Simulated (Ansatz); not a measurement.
In doubt: one-shot GW on d or f shells is unsure, so the values of those runs are not to be relied on.

Rows from a G0W0 calculation on KSrCeSbO6 (F-43m) (Ansatz 0.2.0; G0W0 on PBE, plane waves, PAW; PAW set soft_1; 4×4×4 mesh, 632 empty bands, screening to 150 eV, PAW set soft_1 files), in eV. Spin-orbit coupling is left out.

```
row  k  band   start       Σx  Σc at the solution      Vxc
  A  Γ    c1   9.789  -22.544             -12.945  -37.481
  B  Γ    c2  10.083  -23.698             -12.088  -37.660
  C  Γ    v1   7.866  -25.966               4.750  -20.626
```

Work out each quasiparticle level and how far it moved.

The quasiparticle equation reads E = start + Σx + Σc(E) − Vxc.

```
row  E (eV)  shift (eV)
  A  11.780      +1.992
  B  11.957      +1.873
  C   7.276      −0.590
```

Limits: not at the basis limit; f levels unsure; no spin polarisation; f levels unsure; no spin-orbit coupling.

[Paths, hosts, dates, memory and timing lines, banners, echoed tables and standing remarks are left out of the program output.]

[Logs are printed without paths, hosts, clocks, repeated set-up lines and the standing remarks that a program may print on its own settings, such as how far it seeks lower states.]

[Runs of the session that timed out or met a known fault of the program may be left out.]

[Cells called generated may have been cut or substituted from an entry of the Crystallography Open Database or the Materials Project.]

[Hosts, paths, dates, database ids (printed as entryN), source tags and the programs' standing remarks are cut or masked in the printed files.]
